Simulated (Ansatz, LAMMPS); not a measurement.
## Amorphous 86SiO2-14B2O3 (mol %) (92 atoms): geometry optimisation

Wanted: the relaxed structure of amorphous 86SiO2-14B2O3 (mol %) (92 atoms) and its electronic structure.

Program: Ansatz 0.2.0. Level of theory: Kohn-Sham DFT, PBE, PAW (set soft_2), plane waves. Results are calculated unless marked as measured.

This is a report of a sequence of runs, with most program output left out.

## (1) The structure

The cell holds 92 atoms: 24 Si, 8 B and 60 O. Cell: a = 11.028 Å, b = 11.028 Å, c = 11.028 Å, α = 90.0°, β = 90.0°, γ = 90.0°. 92 atoms (24 Si, 8 B, 60 O) placed at random at 2.13 g/cm³, melted at 4000 K for 10 ps at fixed volume with the Buckingham and Coulomb pair potential of Guillot and Sator (Geochim. Cosmochim. Acta 71, 1249 (2007)) with the boron terms of Wang et al. (J. Non-Cryst. Solids 498, 294 (2018)). Quenched from 4000 K to 300 K at 100 K/ps and fixed volume, held 5 ps, then minimised at fixed cell.

What the set-up can't give: The quench rate of 100 K/ps far exceeds what a furnace or splat quench reaches, so expect more defects and frozen-in strain than in a real sample. The network of bonds at the start is that of the classical potential that made the cell. Only the Γ point is sampled in the main run, in a cell whose shortest periodic width is 11 Å.

## (2) How the cell was made

A classical potential makes the cell, at a small fraction of what the same run would cost in DFT.

This step: classical MD, Buckingham and Coulomb pair potential of Guillot and Sator (Geochim. Cosmochim. Acta 71, 1249 (2007)) with the boron terms of Wang et al. (J. Non-Cryst. Solids 498, 294 (2018)) (LAMMPS 22 Jul 2025 - Update 4).

Input file in.lmp:

```
# melt-quench of Si24B8O60
units metal
atom_style charge
boundary p p p
region box block 0 11.0277 0 11.0277 0 11.0277
create_box 3 box
mass 1 28.0850   # Si
mass 2 10.8100   # B
mass 3 15.9990   # O
create_atoms 1 random 24 37530 NULL overlap 1.5 maxtry 2000
create_atoms 2 random 8 37537 NULL overlap 1.5 maxtry 2000
create_atoms 3 random 60 37544 NULL overlap 1.5 maxtry 2000
pair_style buck/coul/long 9.0
pair_coeff * * 0.0 1.0 0.0
pair_coeff 1 3 50306.10 0.161 46.2978   # Si-O
pair_coeff 2 3 206941.81 0.124 35.0018   # B-O
pair_coeff 3 3 9022.79 0.265 85.0921   # O-O
pair_coeff 2 2 484.40 0.35 0.0   # B-B
pair_coeff 1 2 337.70 0.29 0.0   # Si-B
set type 1 charge 1.89
set type 2 charge 1.4175
set type 3 charge -0.945
kspace_style pppm 1.0e-4
neigh_modify delay 0 every 1 check yes
thermo_style custom step time temp pe press density
thermo_modify norm yes
timestep 0.001
thermo 100
min_style cg
minimize 1e-4 1e-4 200 2000
reset_timestep 0
velocity all create 4000 37531 mom yes dist gaussian
fix lim all nve/limit 0.05
fix lan all langevin 4000 4000 0.1 37532 zero yes
# [... 12 lines left out ...]
thermo 2500
fix md all nvt temp 300 300 0.1
run 5000 post no
unfix md
thermo 100
min_style cg
minimize 0 1e-3 2000 20000
write_dump all custom glass.dump id type xs ys zs modify sort id
```

Launch:

```sh
$ lmp -in in.lmp -log none -nocite
```

Wall time 21 s (1 thread of Arm Neoverse V1, shared host); peak memory 0.071 GiB.

## (3) Single point at the start

A single point comes first, to see the forces before anything moves.

Input file input.yaml:

```yaml
crystal:
  lattice:
    - [11.0277, 0.0, 0.0]
    - [0.0, 11.0277, 0.0]
    - [0.0, 0.0, 11.0277]
  atoms:
    - { symbol: Si, position: [0.45188, 0.77882, 0.9018] }
    - { symbol: Si, position: [0.01259, 0.06459, 0.95871] }
    - { symbol: Si, position: [0.53954, 0.77609, 0.31837] }
    - { symbol: Si, position: [0.72159, 0.42914, 0.93173] }
    - { symbol: Si, position: [0.19976, 0.45568, 0.15258] }
    - { symbol: Si, position: [0.23207, 0.31217, 0.40761] }
    - { symbol: Si, position: [0.04948, 0.75943, 0.75538] }
    - { symbol: Si, position: [0.19911, 0.02552, 0.35859] }
    - { symbol: Si, position: [0.4366, 0.21928, 0.56571] }
    - { symbol: Si, position: [0.98, 0.39681, 0.49904] }
    - { symbol: Si, position: [0.93473, 0.48863, 0.2402] }
    - { symbol: Si, position: [0.1283, 0.29298, 0.92402] }
    - { symbol: Si, position: [0.67653, 0.59555, 0.1536] }
    - { symbol: Si, position: [0.95015, 0.9276, 0.3419] }
    - { symbol: Si, position: [0.88309, 0.75798, 0.54559] }
    - { symbol: Si, position: [0.47337, 0.04445, 0.34494] }
    - { symbol: Si, position: [0.19373, 0.86662, 0.9712] }
    - { symbol: Si, position: [0.46859, 0.56397, 0.70374] }
    - { symbol: Si, position: [0.84461, 0.13811, 0.50363] }
    - { symbol: Si, position: [0.61901, 0.00716, 0.91105] }
    - { symbol: Si, position: [0.96297, 0.48045, 0.7729] }
    - { symbol: Si, position: [0.34016, 0.70629, 0.14164] }
    - { symbol: Si, position: [0.25175, 0.90083, 0.61988] }
    - { symbol: Si, position: [0.79023, 0.01754, 0.13338] }
    - { symbol: B, position: [0.84502, 0.06407, 0.76469] }
    - { symbol: B, position: [0.2603, 0.13066, 0.74932] }
    - { symbol: B, position: [0.54224, 0.34369, 0.7466] }
    - { symbol: B, position: [0.82454, 0.27742, 0.13341] }
    - { symbol: B, position: [0.43418, 0.73162, 0.54162] }
    - { symbol: B, position: [0.65619, 0.19845, 0.33616] }
    - { symbol: B, position: [0.63708, 0.44383, 0.34192] }
    - { symbol: B, position: [0.68164, 0.57908, 0.55068] }
    - { symbol: O, position: [0.20424, 0.19564, 0.84176] }
    - { symbol: O, position: [0.95927, 0.05588, 0.81955] }
    - { symbol: O, position: [0.63716, 0.72267, 0.22102] }
    - { symbol: O, position: [0.53186, 0.73097, 0.46098] }
    - { symbol: O, position: [0.55405, 0.14948, 0.28038] }
    - { symbol: O, position: [0.67302, 0.32361, 0.33256] }
    - { symbol: O, position: [0.33193, 0.19108, 0.66486] }
    - { symbol: O, position: [0.02238, 0.61552, 0.76923] }
    - { symbol: O, position: [0.8397, 0.47679, 0.85415] }
    - { symbol: O, position: [0.16314, 0.79077, 0.66573] }
    - { symbol: O, position: [0.45557, 0.6644, 0.80975] }
    - { symbol: O, position: [0.56136, 0.87316, 0.87936] }
    - { symbol: O, position: [0.40214, 0.74386, 0.26969] }
    - { symbol: O, position: [0.51857, 0.1083, 0.88332] }
    - { symbol: O, position: [0.66885, 0.99567, 0.05282] }
    - { symbol: O, position: [0.5516, 0.92145, 0.33106] }
    - { symbol: O, position: [0.93362, 0.80679, 0.67178] }
    - { symbol: O, position: [0.94084, 0.80128, 0.42113] }
    - { symbol: O, position: [0.6099, 0.56437, 0.65362] }
    - { symbol: O, position: [0.06492, 0.51686, 0.17689] }
    - { symbol: O, position: [0.14188, 0.00213, 0.99298] }
    - { symbol: O, position: [0.9042, 0.34845, 0.20089] }
    - { symbol: O, position: [0.59561, 0.50216, 0.23836] }
    - { symbol: O, position: [0.94603, 0.48973, 0.38817] }
    - { symbol: O, position: [0.45965, 0.09665, 0.48454] }
    - { symbol: O, position: [0.83273, 0.10967, 0.64777] }
    - { symbol: O, position: [0.92837, 0.02918, 0.44843] }
    - { symbol: O, position: [0.90716, 0.00476, 0.04207] }
    - { symbol: O, position: [0.83485, 0.9377, 0.25014] }
    - { symbol: O, position: [0.71963, 0.13346, 0.42409] }
    - { symbol: O, position: [0.74277, 0.03056, 0.83051] }
    - { symbol: O, position: [0.44422, 0.42567, 0.74514] }
    - { symbol: O, position: [0.91144, 0.26761, 0.48129] }
    - { symbol: O, position: [0.08316, 0.80938, 0.88904] }
    - { symbol: O, position: [0.19266, 0.37117, 0.0314] }
    - { symbol: O, position: [0.66999, 0.54472, 0.01351] }
    - { symbol: O, position: [0.18791, 0.17084, 0.38789] }
    - { symbol: O, position: [0.23631, 0.00954, 0.72016] }
    - { symbol: O, position: [0.29521, 0.56681, 0.13931] }
    - { symbol: O, position: [0.31912, 0.84653, 0.89296] }
    - { symbol: O, position: [0.08296, 0.96518, 0.28842] }
    - { symbol: O, position: [0.39473, 0.62081, 0.58817] }
    - { symbol: O, position: [0.55207, 0.27329, 0.64133] }
    - { symbol: O, position: [0.7699, 0.3298, 0.03215] }
    - { symbol: O, position: [0.20338, 0.95492, 0.48996] }
    - { symbol: O, position: [0.36833, 0.31023, 0.46763] }
    [... 8 atom lines left out ...]
    - { symbol: O, position: [0.05866, 0.38498, 0.83126] }
    - { symbol: O, position: [0.22909, 0.37782, 0.27521] }
    - { symbol: O, position: [0.02195, 0.20957, 0.98888] }
    - { symbol: O, position: [0.93776, 0.44973, 0.63001] }
    - { symbol: O, position: [0.65949, 0.50773, 0.44844] }
    - { symbol: O, position: [0.33518, 0.01552, 0.29958] }
kpoints:
  mp_grid: { grid: [1, 1, 1] }
hamiltonian:
  xc: pbe
scf:
  occupations: { method: fermi_dirac, width: 0.025 }
output:
  forces: true
```

Launch:

```sh
$ ansatz run input.yaml --threads 4 --pin off --max-ram 8192MiB --backend cpu --events-out ev --progress --plain --runs-dir out
```

The job ended after 18 s (4 threads of Arm Neoverse V1, shared host; peak memory 1.5 GiB).

The run gave:

```yaml
free_energy: -50637.9107 eV
free_energy_per_atom: -550.4121 eV/atom
scf_cycles: 18
r_m_s_force_component: 0.7235 eV/Å
longest_force: 3.478 eV/Å
fermi_energy: 4.045 eV
```

The r.m.s. force component of 0.72 eV/Å sets the starting point.

Neighbours are counted within 2.08 Å (O-Si), 1.82 Å (O-B).

Length of the force by element and coordination:

```csv
element,coordination,atoms,mean length of the force (eV/Å),spread,least,most
B,all,8,1.45,0.727,0.768,3.11
O,all,60,0.787,0.443,0.151,2.13
O,1,1,1.24,0,1.24,1.24
O,2,59,0.779,0.443,0.151,2.13
Si,all,24,1.58,0.782,0.408,3.48
Si,3,1,0.760,0,0.760,0.760
Si,4,23,1.62,0.779,0.408,3.48
```

## (4) Cell and atoms relaxed

The cell is relaxed with the atoms, since the starting lattice needn't suit this functional.

Changes to input.yaml since step 3:

```diff
@@ -15 +15,5 @@
   forces: true
+relax:
+  f_tol: 0.04
+  max_steps: 250
+  cell: {}
```

The job ended after 13 min (4 threads; peak memory 1.5 GiB; 49 min of CPU time).

Step by step (22 of 55):

```csv
step,energy less that of the first step (eV),largest force component (eV/Å),pressure (GPa),volume (Å³)
1,0.0000,2.9889,-2.52,1341.08
4,-3.4704,0.5968,0.04,1324.69
6,-3.9360,0.5007,-0.47,1314.73
9,-4.1839,0.3987,0.06,1308.01
11,-4.4704,1.1981,-0.08,1299.55
14,-4.8713,0.4326,0.01,1296.62
16,-4.8894,1.0457,-0.10,1295.42
19,-4.9583,0.1963,-0.03,1293.30
22,-5.0045,0.2759,0.08,1287.80
24,-5.1103,0.5838,-0.06,1278.60
27,-5.2346,0.1057,-0.03,1278.97
29,-5.2471,0.3585,-0.13,1278.58
32,-5.2885,0.3154,-0.18,1285.67
34,-5.3244,0.6886,0.21,1276.95
37,-5.4768,0.1409,0.04,1279.55
40,-5.5007,0.1313,0.04,1279.76
42,-5.5210,0.1476,-0.12,1279.12
45,-5.5009,0.2278,-0.04,1279.13
47,-5.5413,0.0927,0.10,1277.38
50,-5.4948,0.1447,0.22,1268.02
52,-5.5032,0.1028,0.01,1272.23
55*,-5.4923,0.0204,-0.01,1273.70
```

Relaxation steps marked * repeat the geometry before them on a plane-wave basis chosen anew for their cell, so energy and pressure can jump there. Other such steps can lie between the rows shown. Relaxation steps 13, 16, 21, 25, 34, 38, 45, 46 and 2 more were tried and not accepted.

```csv
cell as run,before,after,change
a (Å),11.028,10.696,-3.0 %
b (Å),11.028,10.986,-0.4 %
c (Å),11.028,10.887,-1.3 %
α (°),90.00,93.02,+3.4 %
β (°),90.00,94.25,+4.7 %
γ (°),90.00,88.59,-1.6 %
volume (Å³/atom),14.58,13.84,-5.0 %
```

The atoms that moved most (Å, as changes of fractional coordinates times the final cell):

```
atom      dx      dy      dz  length
 O49   0.336  -1.091  -0.571   1.277
 B26   0.856  -0.254   0.536   1.041
Si15   0.190  -0.727  -0.694   1.023
 O40   0.920  -0.432   0.001   1.017
 O84  -0.425  -0.668  -0.383   0.879
 O70   0.793  -0.235   0.101   0.833
 O33   0.451  -0.481   0.507   0.831
 O85  -0.231   0.121  -0.769   0.811
```

The relaxation changed the energy by -59.7 meV/atom, and atoms moved by 0.53 Å r.m.s., 1.3 Å at most.

## (5) Distances and neighbours after relaxation

Bonds before and after, by the cutoffs listed below:

| pair | bonds before | bonds after | mean before (Å) | mean after (Å) | spread before (Å) | spread after (Å) |
| --- | --- | --- | --- | --- | --- | --- |
| O-Si | 95 | 96 | 1.634 | 1.638 | 0.015 | 0.042 |
| O-B | 24 | 25 | 1.394 | 1.393 | 0.005 | 0.044 |

Density 2.24 g/cm³, 13.84 Å³ an atom.

g(r), total and by pair (bins of 0.2 Å):

```
r (Å)  total   O-O   O-Si    O-B  Si-Si  Si-B   B-B
 1.30   1.33  0.00   0.00  11.75   0.00  0.00  0.00
 1.50   0.55  0.00   0.99   1.91   0.00  0.00  0.00
 1.70   3.88  0.00  11.41   0.00   0.00  0.00  0.00
 1.90   0.07  0.00   0.21   0.00   0.00  0.00  0.00
 2.10   0.00  0.00   0.00   0.00   0.00  0.00  0.00
 2.30   0.30  0.71   0.00   0.00   0.00  0.00  0.00
 2.50   0.83  1.77   0.00   0.18   0.00  0.41  4.97
 2.70   1.97  4.31   0.00   0.00   0.00  2.85  0.00
 2.90   0.71  0.75   0.08   0.61   2.25  3.13  0.00
 3.10   0.88  0.65   0.29   1.31   4.61  0.57  1.73
 3.30   0.77  0.49   1.25   0.80   0.50  0.00  1.43
 3.50   0.87  0.62   1.15   1.62   0.00  0.43  1.24
 3.70   1.02  0.79   1.27   1.62   0.37  0.59  1.18
 3.90   1.08  0.55   1.70   1.67   0.45  1.04  0.00
 4.10   1.08  0.60   1.59   1.64   0.53  0.78  2.82
 4.30   1.09  0.91   1.48   0.57   1.15  1.28  0.00
 4.50   0.77  1.03   0.50   0.57   0.51  1.19  0.79
 4.70   1.09  1.46   0.65   0.81   1.28  1.19  2.16
 4.90   1.00  1.39   0.54   0.66   0.95  1.76  0.66
 5.10   1.04  1.29   0.70   0.76   1.42  1.43  1.82
```

Bonds by pair of elements; cutoffs follow the first minimum of g(r), held within bounds set by covalent radii, and pairs that aren't listed don't count as bonded:

| pair A-B | cutoff (Å) | bonds | mean length (Å) | spread (Å) | shortest (Å) | B about A | A about B |
| --- | --- | --- | --- | --- | --- | --- | --- |
| O-Si | 2.16 | 96 | 1.64 | 0.042 | 1.59 | 1.6 | 4 |
| O-B | 1.83 | 25 | 1.39 | 0.044 | 1.35 | 0.417 | 3.12 |

How many atoms have how many bonded neighbours:

```csv
element,mean,2,3,4
B,3.12,0,7,1
O,2.02,59,1,0
Si,4,0,0,24
```

Bond angles (no mean is given where the spread exceeds 20°):

```csv
angle,count,mean (°),spread (°)
O-Si-O,144,109,4.9
Si-O-Si,39,138,11.5
O-B-O,27,118,5.6
B-O-Si,21,140,14.6
B-O-B,2,137,2.3
```

Oxygen atoms by the number of network formers (Si, P, Ge, B, Al, As, Ga) bound to them:

```
network formers bound to O  O atoms  per cent
                         0        0         0
                         1        0         0
                         2       59      98.3
                         3        1       1.7
```

Network units: each former by its oxygen neighbours and how many of them bridge to another former:

```
former  O neighbours  bridging O  atoms
    Si             4           4     24
     B             3           3      7
     B             4           4      1
```

Bond length by coordination (bonds to H left out):

```
element  coordination  atoms  mean bond length (Å)
      B             3      7                  1.38
      B             4      1                  1.49
      O             2     59                  1.58
      O             3      1                  1.83
```

Rings of the network by King's shortest-path rule, up to 12 atoms, one path for each pair of neighbours; H, halogens, alkali and alkaline-earth atoms are left out, and the last column divides by all other atoms, bonded or not:

```
ring size (atoms)  rings  per network atom
                6      1             0.011
                8      5             0.054
               10      6             0.065
               12     16             0.174
```

By these cutoffs 88 % of B atoms have 3, 98 % of O atoms have 2 and all Si atoms have 4 bonded neighbours. The O-Si-O angle averages 109° with a spread of 5°. 98 % of the oxygens bridge two formers (Si and B) and 0 % are non-bridging; 2 % join three. The commonest Si unit has 4 oxygens, 4 of them shared with other formers (24 of 24 atoms). Rings of 12 atoms are the most common (57 % of those counted); sizes run from 6 to 12, where the search stops.

(Continued in part 2 of 2.)

[Logs are printed without paths, hosts, clocks, repeated set-up lines and the standing remarks that a program may print on its own settings, such as how far it seeks lower states.]

[Hosts, paths, dates, database ids (printed as entryN), source tags and the programs' standing remarks are cut or masked in the printed files.]
